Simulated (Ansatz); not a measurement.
# What Mg3SiO (model cell, started as antiperovskite) distorts into

Wanted: the energy along a soft mode of Mg3SiO (model cell, started as antiperovskite) and the structure at the end.

Main program and level: Ansatz 0.2.0; DFT PBEsol, scalar-relativistic, plane waves, PAW; PAW set soft_1.

Report form: the programs' logs are mostly left out.

The structure was built from a prototype and need not be the compound's stable phase.

## Step 1: The starting structure

The structure is cubic, space group Pm-3m (No. 221). The conventional cell has a = 4.189 Å, b = 4.189 Å, c = 4.189 Å, α = 90.00°, β = 90.00°, γ = 90.00°. Si has 12 Mg at 2.96 Å nearest. Nearest to O lie 6 Mg at 2.09 Å. Nearest to Mg lie 2 O at 2.09 Å and 8 Mg at 2.96 Å and 4 Si at 2.96 Å. Farther neighbours and most contacts between anions are not listed.

## Step 2: Response at finite wavevector

The cell comes from relaxations at this level that are not shown. Stability and thermal properties need the whole zone. Linear response on a 4×4×4 q mesh gives force constants as far as a supercell of that size would.

File input.yaml:

```yaml
crystal:
  lattice:
    - [4.1890907208, 0.0, 0.0]
    - [0.0, 4.1890907208, 0.0]
    - [0.0, 0.0, 4.1890907208]
  atoms:
    - { symbol: Si, position: [0.0, 0.0, 0.0] }
    - { symbol: O, position: [0.5, 0.5, 0.5] }
    - { symbol: Mg, position: [0.5, 0.5, 0.0] }
    - { symbol: Mg, position: [0.5, 0.0, 0.5] }
    - { symbol: Mg, position: [0.0, 0.5, 0.5] }
kpoints:
  mp_grid: { grid: [8, 8, 8] }
hamiltonian:
  xc: pbesol
  pseudopotentials: { kind: paw, azcp: { folder: soft_1 }, xc_functional: pbe }
scf:
  occupations: { method: methfessel_paxton, width: 0.2 }
output:
  eigenvalues: true
phonons:
  method: dfpt
  qmesh: [4, 4, 4]
  temperatures: { t_max: 1000, t_step: 50 }
  qpath:
    path:
      - [[0.0, 0.0, 0.0], [0.0, 0.5, 0.0], [0.5, 0.5, 0.0], [0.0, 0.0, 0.0], [0.5, 0.5, 0.5], [0.0, 0.5, 0.0]]
      - [[0.5, 0.5, 0.5], [0.5, 0.5, 0.0]]
    npoints: 10
```

Run with:

```sh
ansatz run input.yaml --threads 8 --pin off --max-ram 16384MiB --backend cpu --events-out ev --progress --plain --runs-dir out
```

Elapsed: 4.6 min, on 8 threads of Arm Neoverse V2, shared host; peak memory 2.2 GiB.

This step gave:

```yaml
volume_per_atom: 14.70 Å³
gap_on_the_k_mesh: 0 eV
sum_rule_residual_before_enforcement: 1.61e-4 eV/Å²
lowest_frequency_on_the_path: -46.27 cm⁻¹
point_group: m-3m
highest_frequency_on_the_path_or_at_a_solved_wavevector: 480.8 cm⁻¹
highest_optical_mode_at_the_zone_centre_no_lo_to_term: 436.2 cm⁻¹
lowest_optical_zone_centre_mode: 171.6 cm⁻¹
lowest_mode_on_the_q_mesh_acoustic_modes_at_gamma_apart: -46.27 cm⁻¹
```

Frequencies (cm⁻¹) solved at each irreducible wavevector; negative means imaginary. Frequencies by wavevector, by row:

```
q in reciprocal lattice units  star  mode 1  mode 2  mode 3  mode 4  mode 13  mode 14  mode 15
                        0 0 0     1       0       0       0   171.6    436.2    436.2    436.2
                     0 0 0.25     6    89.9    89.9   143.9   176.2    435.4    435.4    458.3
                     0 0 -0.5     3   132.9   132.9   176.5   176.5    435.3    435.3    466.8
                  0 0.25 0.25    12    95.9   116.3     149   172.7    408.2    431.9    458.6
                  0 0.25 -0.5    12    92.4   153.6   155.4   167.1    422.1    429.4    434.2
                  0 -0.5 -0.5     3   -46.3    87.8     177     177    378.9    424.6    449.6
               0.25 0.25 0.25     8   101.8   101.8   119.5   202.7    409.6    409.6    462.2
               0.25 0.25 -0.5    12      89     102   112.3   185.7      394      413    465.9
               0.25 -0.5 -0.5     6   -38.6    98.1    98.1   194.9    383.5    383.5    480.7
               -0.5 -0.5 -0.5     1   -34.2   -34.2   -34.2     226    391.5    391.5    469.2
```

Interpolated from a 4×4×4 q mesh. The phonon branches at the labelled points (cm⁻¹):

```
    point  branch 1  branch 2  branch 3  branch 4  branch 12  branch 13  branch 14  branch 15
        Γ         0         0         0       172        303        436        436        436
  halfway        90        90       144       176        343        435        435        458
        X       133       133       176       176        367        435        435        467
  halfway        92       154       155       167        384        422        429        434
        M       -46        88       177       177        379        379        425        450
  halfway        96       116       149       173        375        408        432        459
        Γ         0         0         0       172        303        436        436        436
  halfway       102       102       120       203        367        410        410        462
        R       -34       -34       -34       226        392        392        392        469
  halfway        89       102       112       186        357        394        413        466
        X       133       133       176       176        367        435        435        467
jump to R       -34       -34       -34       226        392        392        392        469
  halfway       -39        98        98       195        378        384        384        481
        M       -46        88       177       177        379        379        425        450
```

Symmetry leaves 10 wavevectors to solve. The lowest mode among them, the acoustic zeros apart, lies at q = (0, -0.5, -0.5) and is imaginary, 46.3i cm⁻¹, so the energy falls along it.

## Step 3: The mode frozen in, largest atomic shift 0 Å

The mode followed lies at q = (0.25, -0.5, -0.5) with frequency 38.6i cm⁻¹, one of the unstable modes though not the softest. At small amplitude the distorted cell has space group no. 140 by a symmetry search on the positions. The undistorted cell that holds it gives the zero of energy on the same k mesh.

System of this step: Mg3SiO (model cell, started as antiperovskite). It takes space group Pm-3m (No. 221, cubic). Conventional cell: a = 4.189 Å, b = 4.189 Å, c = 4.189 Å, α = 90.00°, β = 90.00°, γ = 90.00°. Nearest to Si lie 12 Mg at 2.96 Å. Nearest to O lie 6 Mg at 2.09 Å. Nearest to Mg lie 2 O at 2.09 Å and 8 Mg at 2.96 Å and 4 Si at 2.96 Å. Mg has 2 O at 2.09 Å and 4 Si at 2.96 Å and 8 Mg at 2.96 Å nearest. Farther neighbours and most contacts between anions are not listed.

File input.yaml:

```yaml
crystal:
  lattice:
    - [0.0, -4.1890907208, -4.1890907208]
    - [0.0, -4.1890907208, 4.1890907208]
    - [-8.3781814416, -4.1890907208, 0.0]
  atoms:
    - { symbol: Si, position: [0.75, 0.75, 0.5] }
    - { symbol: Si, position: [0.25, 0.25, 0.5] }
    - { symbol: Si, position: [0.5, 0.5, 0.0] }
    - { symbol: Si, position: [0.0, 0.0, 0.0] }
    - { symbol: O, position: [0.375, 0.875, 0.25] }
    - { symbol: O, position: [0.875, 0.375, 0.25] }
    - { symbol: O, position: [0.125, 0.625, 0.75] }
    - { symbol: O, position: [0.625, 0.125, 0.75] }
    - { symbol: Mg, position: [0.625, 0.625, 0.25] }
    - { symbol: Mg, position: [0.125, 0.125, 0.25] }
    - { symbol: Mg, position: [0.375, 0.375, 0.75] }
    - { symbol: Mg, position: [0.875, 0.875, 0.75] }
    - { symbol: Mg, position: [0.625, 0.125, 0.25] }
    - { symbol: Mg, position: [0.125, 0.625, 0.25] }
    - { symbol: Mg, position: [0.375, 0.875, 0.75] }
    - { symbol: Mg, position: [0.875, 0.375, 0.75] }
    - { symbol: Mg, position: [0.25, 0.75, 0.5] }
    - { symbol: Mg, position: [0.75, 0.25, 0.5] }
    - { symbol: Mg, position: [0.0, 0.5, 0.0] }
    - { symbol: Mg, position: [0.5, 0.0, 0.0] }
kpoints:
  mp_grid: { grid: [6, 6, 6] }
hamiltonian:
  xc: pbesol
  pseudopotentials: { kind: paw, azcp: { folder: soft_1 }, xc_functional: pbe }
scf:
  occupations: { method: methfessel_paxton, width: 0.2 }
output:
  forces: true
  stress: true
  eigenvalues: true
```

Elapsed: 6.9 s, on 8 threads; peak memory 1.6 GiB.

Numbers from this step:

* pressure: -0.008923 GPa
* energy from the undistorted cell: 0 meV/atom

The run ends at a pressure of -0.01 GPa.

## Step 4: The mode frozen in, largest atomic shift 0.22 Å

The atoms are moved along the unstable eigenvector, the largest shift by 0.22 Å, with the cell fixed.

input.yaml: that of step 3 with these lines changed.

```diff
@@ -14,10 +14,10 @@
     - { symbol: O, position: [0.625, 0.125, 0.75] }
-    - { symbol: Mg, position: [0.625, 0.625, 0.25] }
-    - { symbol: Mg, position: [0.125, 0.125, 0.25] }
-    - { symbol: Mg, position: [0.375, 0.375, 0.75] }
-    - { symbol: Mg, position: [0.875, 0.875, 0.75] }
-    - { symbol: Mg, position: [0.625, 0.125, 0.25] }
-    - { symbol: Mg, position: [0.125, 0.625, 0.25] }
-    - { symbol: Mg, position: [0.375, 0.875, 0.75] }
-    - { symbol: Mg, position: [0.875, 0.375, 0.75] }
+    - { symbol: Mg, position: [0.6512586817, 0.6512586817, 0.25] }
+    - { symbol: Mg, position: [0.0987413183, 0.0987413183, 0.25] }
+    - { symbol: Mg, position: [0.3487413183, 0.3487413183, 0.75] }
+    - { symbol: Mg, position: [0.9012586817, 0.9012586817, 0.75] }
+    - { symbol: Mg, position: [0.5987413183, 0.1512586817, 0.25] }
+    - { symbol: Mg, position: [0.1512586817, 0.5987413183, 0.25] }
+    - { symbol: Mg, position: [0.4012586817, 0.8487413183, 0.75] }
+    - { symbol: Mg, position: [0.8487413183, 0.4012586817, 0.75] }
     - { symbol: Mg, position: [0.25, 0.75, 0.5] }
```

Elapsed: 6.8 s, on 8 threads; peak memory 1.6 GiB; 52 s of CPU time.

Numbers from this step:

* pressure: 0.2314 GPa
* energy from the undistorted cell: -0.453 meV/atom

The energy, extrapolated to zero smearing, is -0.45 meV/atom against the undistorted cell.

The run ends at a pressure of 0.23 GPa, with forces up to 0.012 eV/Å.

## Step 5: Energy along the mode, all amplitudes (two of the runs are shown above)

An imaginary frequency means negative curvature, so the energy should fall and then rise again as anharmonic terms take over.

Numbers from this step:

| Quantity | Value |
| --- | --- |
| depth at the lowest point sampled | 0.453 meV/atom |
| largest atomic shift at that point | 0.22 Å |

Energy from the parent against largest atomic shift:

```
largest atomic shift (Å)  energy from the parent (meV/atom)
                   0.000                                  0
                   0.040                             -0.044
                   0.080                             -0.163
                   0.140                             -0.402
                   0.220                             -0.453
                   0.320                               1.24
                   0.450                               10.9
```

Displacement at unit largest shift by atom:

```
atom  x (Å)  y (Å)  z (Å)  size
 Si1   0.00   0.00   0.00  0.00
 Si2   0.00   0.00   0.00  0.00
 Si3   0.00   0.00   0.00  0.00
 Si4   0.00   0.00   0.00  0.00
  O5   0.00   0.00   0.00  0.00
  O6   0.00   0.00   0.00  0.00
  O7   0.00   0.00   0.00  0.00
  O8   0.00   0.00   0.00  0.00
 Mg9   0.00  -1.00   0.00  1.00
Mg10   0.00   1.00   0.00  1.00
Mg11   0.00   1.00   0.00  1.00
Mg12   0.00  -1.00   0.00  1.00
Mg13   0.00   0.00   1.00  1.00
Mg14   0.00   0.00  -1.00  1.00
Mg15   0.00   0.00  -1.00  1.00
Mg16   0.00   0.00   1.00  1.00
Mg17   0.00   0.00   0.00  0.00
Mg18   0.00   0.00   0.00  0.00
Mg19   0.00   0.00   0.00  0.00
Mg20   0.00   0.00   0.00  0.00
```

The lowest of the steps tried is at 0.22 Å, 0.453 meV/atom below the parent; the bottom of the well need not coincide with a step.

## Step 6: Relaxation from the frozen mode

Starting from the lowest point found, all atoms and the cell are let go, so that strain and other modes of the same symmetry can join in.

input.yaml: that of step 4 with these lines changed.

```diff
@@ -37 +37,6 @@
   eigenvalues: true
+relax:
+  adjacent_minimum: "off"
+  f_tol: 0.002
+  max_steps: 120
+  cell: { stress_tol: 0.03 }
```

Run time: 39 s. Hardware: 8 threads; peak memory 1.7 GiB.

Relaxation path:

```
step  energy less that of the first step (eV)  largest force component (eV/Å)  pressure (GPa)  volume (Å³)
   1                                   0.0000                          0.0110            0.23       294.05
   2                                  -0.0026                          0.0062            0.06       294.59
   3                                  -0.0039                          0.0053            0.02       294.71
   4                                  -0.0039                          0.0027            0.00       294.78
   5                                  -0.0039                          0.0002            0.00       294.76
  6*                                  -0.0045                          0.0002            0.00       294.76
```

Relaxation steps marked * repeat the geometry before them on a plane-wave basis chosen anew for their cell, so energy and pressure can jump there.

The run keeps the 16 symmetry operations that it works with, so distortions that break them were not tested.

```
conventional cell, symmetrised  before   after  change
                         a (Å)   5.924   5.916  -0.1 %
                         b (Å)   5.924   5.916  -0.1 %
                         c (Å)  16.756  16.845  +0.5 %
              volume (Å³/atom)   14.70   14.74  +0.2 %
```

Final coordinates:

```xyz
20
Lattice="0.0000 -4.1831 -4.1831 0.0000 -4.1831 4.1831 -8.4227 -4.1831 0.0000" Properties=species:S:1:pos:R:3 pbc="T T T"
Si   -4.2114   -8.3661    0.0000
Si   -4.2114   -4.1831    0.0000
Si    0.0000   -4.1831    0.0000
Si    0.0000    0.0000    0.0000
O    -2.1052   -6.2746    2.0915
O    -2.1052   -6.2746   -2.0915
O    -6.3175   -6.2746    2.0915
O    -6.3175   -6.2746   -2.0915
Mg   -2.1049   -6.4899    0.0000
Mg   -2.1049   -1.8762    0.0000
Mg   -6.3178   -6.0593    0.0000
Mg   -6.3178  -10.6730    0.0000
Mg   -2.1049   -4.1831   -1.8762
Mg   -2.1049   -4.1831    1.8762
Mg   -6.3178   -8.3661    1.8762
Mg   -6.3178   -8.3661   -1.8762
Mg   -4.2114   -6.2746    2.0915
Mg   -4.2114   -6.2746   -2.0915
Mg    0.0000   -2.0915    2.0915
Mg    0.0000   -2.0915   -2.0915
```

Numbers from this step:

- pressure: 0.003258 GPa
- volume per atom: 14.74 Å³

The distorted start has space group I4/mcm; the relaxation ends in I4/mcm.

## Step 7: The phases reached

The phases reached along the modes that were followed are set side by side.

Energies are those of the first relaxation, on the mesh of the frozen mode; space group, volume and gap are those of the last relaxation. Phases, by row:

```
                  mode frozen in  space group  energy from parent (meV/atom)  volume (Å³/atom)  gap on mesh (eV)  lowest zone-centre optical mode (cm⁻¹)  largest shift (Å)
                          parent        Pm-3m                              0              14.7                 0                                       –                  –
   q = (0, -0.5, -0.5), 46i cm⁻¹       P4/mbm                           -0.9             14.74                 0                                    69.1              0.229
q = (0.25, -0.5, -0.5), 39i cm⁻¹       I4/mcm                          -0.69             14.74                 0                                       –              0.215
```

## Step 8: Results

| Item | Value |
| --- | --- |
| unstable mode of the parent | q = (0.25, -0.5, -0.5), 39i cm⁻¹ |
| depth at the lowest point sampled | 0.453 meV/atom |
| largest atomic shift at that point | 0.22 Å |
| space group reached (within 0.01 Å) | I4/mcm |
| energy gained over the parent (first relaxation, on the mesh of the frozen mode) | 0.690 meV/atom |
| volume per atom, phase reached | 14.7 Å³ |

Along this mode the structure falls into I4/mcm, 0.690 meV/atom below the parent. At the parent's cell the well is 0.453 meV/atom deep on the steps tried, with its lowest point at a shift of 0.22 Å. Relaxing atoms and cell changes the gain by +0.24 meV/atom against the lowest step (energies at zero smearing). The modes of the phase reached were not computed on this path. How so shallow a well moves with the k mesh was not tested. Of the 2 patterns followed to their end from this parent, this one ends 0.212 meV/atom above the lowest, P4/mbm. Another end point lies within 1 meV/atom; how such a difference moves with mesh and cutoff was not tested. Each path keeps the symmetry of its pattern, so a lower phase may lie along a pattern not tried. With no gap, or one that is small against the smearing, the frequencies hang on the k mesh and the smearing, most of all near Kohn anomalies. The PAW files were made for PBE and serve the other functionals too. A phonon run warned that its eigensolver left some bands unconverged in a pass. The starting cell was built on a prototype and not taken from a measurement, so the phase need not exist.

[Logs are printed without paths, hosts, clocks, repeated set-up lines and the standing remarks that a program may print on its own settings, such as how far it seeks lower states.]

[Hosts, paths, dates, database ids (printed as entryN), source tags and the programs' standing remarks are cut or masked in the printed files.]
